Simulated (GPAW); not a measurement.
# As K ELNES/XANES of zinc-blende (GaAs)₁₋ₓ(InAs)ₓ at x = 0 from DFT

Aim: the As K edge in zinc-blende (GaAs)₁₋ₓ(InAs)ₓ at x = 0, one member of a composition series.

Program: GPAW 26.7.0. Level of theory: X-ray absorption from dipole matrix elements to empty bands, plane-wave PAW LDA. Results are calculated unless marked as measured.

### Step 1. Starting point

Symmetry: F-43m, No. 216, cubic system. Conventional cell: a = 5.653 Å, b = 5.653 Å, c = 5.653 Å, α = 90.00°, β = 90.00°, γ = 90.00°. Ga has 4 As at 2.45 Å nearest. Nearest to As lie 4 Ga at 2.45 Å. 16-atom zinc-blende cell, 0 of 8 Ga sites taken by In at random, lattice constants typed for the ends and interpolated (Vegard). Farther neighbours are not listed.

As a file:

```cif
data_structure
_symmetry_space_group_name_H-M 'P 1'
_symmetry_Int_Tables_number 1
_cell_length_a 7.9945
_cell_length_b 7.9945
_cell_length_c 7.9945
_cell_angle_alpha 60.000
_cell_angle_beta 60.000
_cell_angle_gamma 60.000
_cell_volume 361.30
loop_
_atom_site_label
_atom_site_type_symbol
_atom_site_fract_x
_atom_site_fract_y
_atom_site_fract_z
_atom_site_occupancy
Ga1 Ga 0.00000 0.00000 0.00000 1
As2 As 0.12500 0.12500 0.12500 1
Ga3 Ga 0.00000 0.00000 0.50000 1
As4 As 0.12500 0.12500 0.62500 1
Ga5 Ga 0.00000 0.50000 0.00000 1
As6 As 0.12500 0.62500 0.12500 1
Ga7 Ga 0.00000 0.50000 0.50000 1
As8 As 0.12500 0.62500 0.62500 1
Ga9 Ga 0.50000 0.00000 0.00000 1
As10 As 0.62500 0.12500 0.12500 1
Ga11 Ga 0.50000 0.00000 0.50000 1
As12 As 0.62500 0.12500 0.62500 1
Ga13 Ga 0.50000 0.50000 0.00000 1
As14 As 0.62500 0.62500 0.12500 1
Ga15 Ga 0.50000 0.50000 0.50000 1
As16 As 0.62500 0.62500 0.62500 1
```

### Step 2. The field without a hole

A plain self-consistent run shows whether there is a gap, which decides the set-up of the core-hole run.

Input file scf.py:

```python
import numpy as np
from ase import Atoms
from ase.parallel import parprint, paropen
from gpaw import GPAW, PW, FermiDirac, Mixer, MixerDif, setup_paths
from gpaw.test import gen
setup_paths.insert(0, '.')
gen('As', name='nch1s', xcname='LDA', corehole=(1, 0, 0), write_xml=True)
from gpaw.mpi import world
world.barrier()

atoms = Atoms('GaAsGaAsGaAsGaAsGaAsGaAsGaAsGaAs',
    cell=[[0, 5.653, 5.653],
     [5.653, 0, 5.653],
     [5.653, 5.653, 0]],
    scaled_positions=[[0, 0, 0],
     [0.125, 0.125, 0.125],
     [0, 0, 0.5],
     [0.125, 0.125, 0.625],
     [0, 0.5, 0],
     [0.125, 0.625, 0.125],
     [1, 0.5, 0.5],
     [0.125, 0.625, 0.625],
     [0.5, 0, 0],
     [0.625, 0.125, 0.125],
     [0.5, 1, 0.5],
     [0.625, 0.125, 0.625],
     [0.5, 0.5, 0],
     [0.625, 0.625, 0.125],
     [0.5, 0.5, 0.5],
     [0.625, 0.625, 0.625]],
    pbc=True)
atoms.calc = calc = GPAW(legacy_gpaw=True, mode=PW(400, force_complex_dtype=True), xc='LDA', setups={1: 'nch1s'},
    kpts={'size': (4, 4, 4), 'gamma': True}, occupations=FermiDirac(0.05),
    charge=0, mixer=Mixer(0.1, 5, 50), maxiter=150,
    convergence={'density': 0.0001, 'eigenstates': 1e-6}, txt='scf.txt')
energy = atoms.get_potential_energy() + calc.get_reference_energy()
ef = calc.get_fermi_level()
out = dict(energy=energy, fermi=ef, forces=atoms.get_forces().tolist())
parprint(f'all-electron energy {energy:.4f} eV, Fermi level {ef:.4f} eV')
ev = np.array([[calc.get_eigenvalues(k, s) for k in range(len(calc.get_ibz_k_points()))] for s in range(calc.get_number_of_spins())])
out['homo'], out['lumo'], out['counts'] = ev[ev < ef].max(), ev[ev > ef].min(), sorted(set((ev < ef).sum((0, 2)).tolist()))
out['filled'] = (ev[:, 0] < ef).sum(1).tolist()
import json
with paropen('out.json', 'w') as f:
    json.dump(out, f)
```

Run with:

```bash
> OMP_NUM_THREADS=1 mpirun -n 4 gpaw python scf.py
```

Numbers of over 12 decimals in the logs are rounded to 6 here.

The program printed:

```text
Input parameters:
  convergence: {density: 0.0001,
                eigenstates: 1e-06}
  kpts: {gamma: True,
         size: (4, 4, 4)}
  maxiter: 150
  mixer: {backend: pulay,
          beta: 0.1,
          method: separate,
          nmaxold: 5,
          weight: 50}
  mode: {ecut: 400.0,
         force_complex_dtype: True,
         name: pw}
  occupations: {fixmagmom: False,
                name: fermi-dirac,
                width: 0.05}
  setups: {1: nch1s}

Initialize ...

[... PAW data sets ...]

Reference energy: -913823.711405  # eV

Spin-paired calculation

[... convergence settings ...]
Symmetries present (total): 6
  [... symmetry matrices ...]

64 k-points: 4 x 4 x 4 Monkhorst-Pack grid + [1/8,1/8,1/8]
13 k-points in the irreducible part of the Brillouin zone
       k-points in crystal coordinates                weights
   0:     0.00000000    0.00000000    0.00000000          1/64
   1:     0.25000000    0.00000000   -0.25000000          6/64
   2:     0.25000000    0.00000000    0.00000000          6/64
   3:     0.25000000    0.25000000   -0.25000000          6/64
   4:     0.25000000    0.25000000    0.00000000          6/64
   5:     0.25000000    0.25000000    0.25000000          2/64
   6:     0.50000000    0.00000000    0.00000000          3/64
   7:     0.50000000    0.25000000   -0.25000000          6/64
   8:     0.50000000    0.25000000    0.00000000         12/64
   9:     0.50000000    0.25000000    0.25000000          6/64
          ...
  12:     0.50000000    0.50000000    0.50000000          1/64

Wave functions: Plane wave expansion
  Cutoff energy: 400.000 eV
  Number of coefficients (min, max): 6486, 6620
  Pulay-stress correction: 0.000000 eV/Ang^3 (de/decut=0.000000)
  Using FFTW library
  Wavefunction extrapolation:
    Improved wavefunction reuse through dual PAW basis

Occupation numbers: Fermi-Dirac:
  width: 0.0500  # eV

Eigensolver
   Davidson(niter=2)

Densities:
  Coarse grid: 40*40*40 grid
  Fine grid: 80*80*80 grid
  Total Charge: 0.000000

Density mixing:
  Method: separate
  Backend: pulay
  Linear mixing parameter: 0.1
  old densities: 5
  Width of damping distribution: 1.1
  Damping of long wavelength oscillations: 50

[... Hamiltonian set-up ...]
Number of atoms: 16
Number of atomic orbitals: 64
Number of bands in calculation: 43
Number of valence electrons: 64
Bands to converge: occupied

... initialized

Initializing position-dependent things.

Density initialized from atomic densities
Creating initial wave functions:
  43 bands from LCAO basis set

                           Ga
                                Ga
                             As

                    As
                         Ga
                      As
                Ga
             As             As
                   As
         Ga
                    As
              Ga
            As
                Ga
       Ga

Atomic positions and initial magnetic moments

Positions:
   0 Ga     0.000000    0.000000    0.000000    ( 0.0000,  0.0000,  0.0000)
   1 As     1.413250    1.413250    1.413250    ( 0.0000,  0.0000,  0.0000)
   2 Ga     2.826500    2.826500    0.000000    ( 0.0000,  0.0000,  0.0000)
   3 As     4.239750    4.239750    1.413250    ( 0.0000,  0.0000,  0.0000)
   4 Ga     2.826500    0.000000    2.826500    ( 0.0000,  0.0000,  0.0000)
   5 As     4.239750    1.413250    4.239750    ( 0.0000,  0.0000,  0.0000)
   6 Ga     5.653000    8.479500    8.479500    ( 0.0000,  0.0000,  0.0000)
[...]
13 As     4.239750    4.239750    7.066250    ( 0.0000,  0.0000,  0.0000)
  14 Ga     5.653000    5.653000    5.653000    ( 0.0000,  0.0000,  0.0000)
  15 As     7.066250    7.066250    7.066250    ( 0.0000,  0.0000,  0.0000)

Unit cell:
           periodic     x           y           z      points  spacing
  1. axis:    yes    0.000000    5.653000    5.653000    40     0.1632
  2. axis:    yes    5.653000    0.000000    5.653000    40     0.1632
  3. axis:    yes    5.653000    5.653000    0.000000    40     0.1632

  Lengths:   7.994549   7.994549   7.994549
  Angles:   60.000000  60.000000  60.000000

Effective grid spacing dv^(1/3) = 0.1781

iter:   1   -77.948505
iter:   2   -77.628027   -2.36  -0.87
iter:   3   -76.977837   -1.66  -0.92
iter:   4   -76.931986   -3.28  -1.43
iter:   5   -76.908569   -2.35  -1.53
iter:   6   -76.871587   -3.26  -1.81
iter:   7   -76.880796   -3.41  -2.29
iter:   8   -76.868380c  -3.76  -2.07
iter:   9   -76.868464c  -4.78  -3.25
iter:  10   -76.868501c  -5.67  -3.39
iter:  11   -76.868479c  -6.83c -3.21
iter:  12   -76.868434c  -6.12c -3.28
iter:  13   -76.868433c  -7.10c -4.08c

Converged after 13 iterations.

Dipole moment: (-27.415149, -27.415149, -27.415149) |e|*Ang

Energy contributions relative to reference atoms: (reference = -913823.711405)

Kinetic:       +211.399817
Potential:     -188.762267
External:        +0.000000
XC:             -99.673025
Entropy (-ST):   -0.000675
Local:           +0.167379
SIC:             +0.000000
--------------------------
Free energy:    -76.868771
Extrapolated:   -76.868433

Showing only first 2 kpts
 Kpt  Band  Eigenvalues  Occupancy
  0    30      4.61455    1.97185
  0    31      4.61455    1.97185
  0    32      4.97992    0.08974
  0    33      5.50874    0.00000

  1    30      3.23748    2.00000
  1    31      4.33664    1.99989
  1    32      6.49103    0.00000
  1    33      6.79639    0.00000

Fermi level: 4.82702

Gap: 0.365 eV
Transition (v -> c):
  (s=0, k=0, n=31, [0.00, 0.00, 0.00]) -> (s=0, k=0, n=32, [0.00, 0.00, 0.00])
No difference between direct/indirect transitions

Forces in eV/Ang:
  0 Ga    0.00007    0.00007    0.00007
  1 As    0.00005    0.00005    0.00005
  2 Ga   -0.00000   -0.00000    0.00002
  3 As   -0.00004   -0.00004    0.00002
  4 Ga   -0.00000    0.00002   -0.00000
  5 As   -0.00004    0.00002   -0.00004
  6 Ga    0.00004    0.00004    0.00004
[...]
13 As   -0.00002   -0.00002    0.00001
 14 Ga    0.00003    0.00003    0.00003
 15 As    0.00004    0.00004    0.00004
Scalar-relativistic atomic LDA calculation for As (Arsenic, Z=33)
Core hole in 1s state (1s occupation: 2.0)
600 radial gridpoints.
|------------------------------------------------|
|------------------------------------------------|
[... the atom generator's iteration count ...]

Energy contributions:
-------------------------
Kinetic:    +2298.810624
XC:           -80.495842
Potential:  -4475.454781
-------------------------
Total:      -2257.139999

state      eigenvalue         ekin         rmax
-----------------------------------------------
1s^2.0 :  -429.649646   549.714764        0.030
2s^2.0 :   -54.524652   106.313752        0.170
2p^6.0 :   -47.885737   103.662753        0.136
3s^2.0 :    -6.960589    24.669262        0.522
3p^6.0 :    -4.903404    22.221985        0.521
3d^10.0:    -1.502997    17.049353        0.475
4s^2.0 :    -0.539904     3.098002        1.606
4p^3.0 :    -0.196323     1.805704        1.971
-----------------------------------------------
(units: Bohr and Hartree)

Generating PAW setup
Kinetic energy of the core from tauc = 2313.918695
Cutoffs:
rc(s)=2.000
rc(p)=2.000
rc(d)=2.000
rc(vbar)=1.800
rc(comp)=2.000
rc(nct)=2.000

Kinetic energy of the core states: 2287.197508
Charge: 0.0
Core electrons: 28.0
Valence electrons: 5.0
Pseudo-core charge: 1.220635
Shape function alpha=2.500
Pseudo-electron charge 6.693983
state    eigenvalue         norm
--------------------------------
4s(2) :    -0.539904     1.201804
*s    :     0.460096
4p(3) :    -0.196323     1.023247
*p    :     0.803677
*d    :     0.000000
--------------------------------

Diagonalizing with gridspacing h=0.050

state   all-electron     PAW
-------------------------------
4s:      -0.539904    -0.540221
4p:      -0.196323    -0.196570
*d:                    0.036990
*f:                    0.071517
-------------------------------
all-electron energy -913900.5798 eV, Fermi level 4.8270 eV
```

It took 18 s on 4 MPI ranks of Intel Xeon 6975P-C (Granite Rapids), shared host; peak memory 0.31 GiB; 71 s of CPU time.

The mesh shows a gap of 0.37 eV. The excited electron is kept all the same, so that all members of the series, with or without a gap, are treated alike.

### Step 3. Reference energy of the cell

The photon energy needs a difference of total energies, so the cell and mesh of the coming hole run are first run without a hole.

scf.py, as its differences from that of step 2:

```diff
@@ -20,3 +20,3 @@
      [0.125, 0.625, 0.125],
-     [1, 0.5, 0.5],
+     [0, 0.5, 0.5],
      [0.125, 0.625, 0.625],
@@ -24,3 +24,3 @@
      [0.625, 0.125, 0.125],
-     [0.5, 1, 0.5],
+     [0.5, 0, 0.5],
      [0.625, 0.125, 0.625],
@@ -32,3 +32,3 @@
 atoms.calc = calc = GPAW(legacy_gpaw=True, mode=PW(400, force_complex_dtype=True), xc='LDA', setups={1: 'nch1s'},
-    kpts={'size': (4, 4, 4), 'gamma': True}, occupations=FermiDirac(0.05),
+    kpts={'size': (3, 3, 3), 'gamma': True}, occupations=FermiDirac(0.02),
     charge=0, mixer=Mixer(0.1, 5, 50), maxiter=150,
```

The program printed:

```text
Input parameters:
  convergence: {density: 0.0001,
                eigenstates: 1e-06}
  kpts: {gamma: True,
         size: (3, 3, 3)}
  maxiter: 150
  mixer: {backend: pulay,
          beta: 0.1,
          method: separate,
          nmaxold: 5,
          weight: 50}
  mode: {ecut: 400.0,
         force_complex_dtype: True,
         name: pw}
  occupations: {fixmagmom: False,
                name: fermi-dirac,
[...]
4s(2) :    -0.539904     1.201804
*s    :     0.460096
4p(3) :    -0.196323     1.023247
*p    :     0.803677
*d    :     0.000000
--------------------------------

Diagonalizing with gridspacing h=0.050

state   all-electron     PAW
-------------------------------
4s:      -0.539904    -0.540221
4p:      -0.196323    -0.196570
*d:                    0.036990
*f:                    0.071517
-------------------------------
all-electron energy -913900.4039 eV, Fermi level 4.8147 eV
[key lines of the parts left out:]
Converged after 13 iterations.
Dipole moment: (-27.365631, -27.365631, -27.365631) |e|*Ang
Free energy:    -76.692459
Fermi level: 4.81468
```

Run time: 9.8 s. Hardware: 4 MPI ranks; peak memory 0.26 GiB.

Reference energy: -913900.404 eV with the cores included.

(Continued in part 2 of 2.)

[Banner, clock and machine lines of the logs are left out without a mark of their own.]

[Logs are printed without paths, hosts, clocks, repeated set-up lines and the standing remarks that a program may print on its own settings, such as how far it seeks lower states.]

[Hosts, paths, dates, database ids (printed as entryN), source tags and the programs' standing remarks are cut or masked in the printed files.]

[Lists of maxima count a maximum above −3 eV only where it reaches 4 % of the highest in the window and stands out from its surroundings by 2 % of it (1.5 % where it reaches 55 %); shoulders and weaker maxima are passed over, and of the rest the first, up to two pre-edge ones and the few strongest are named.]
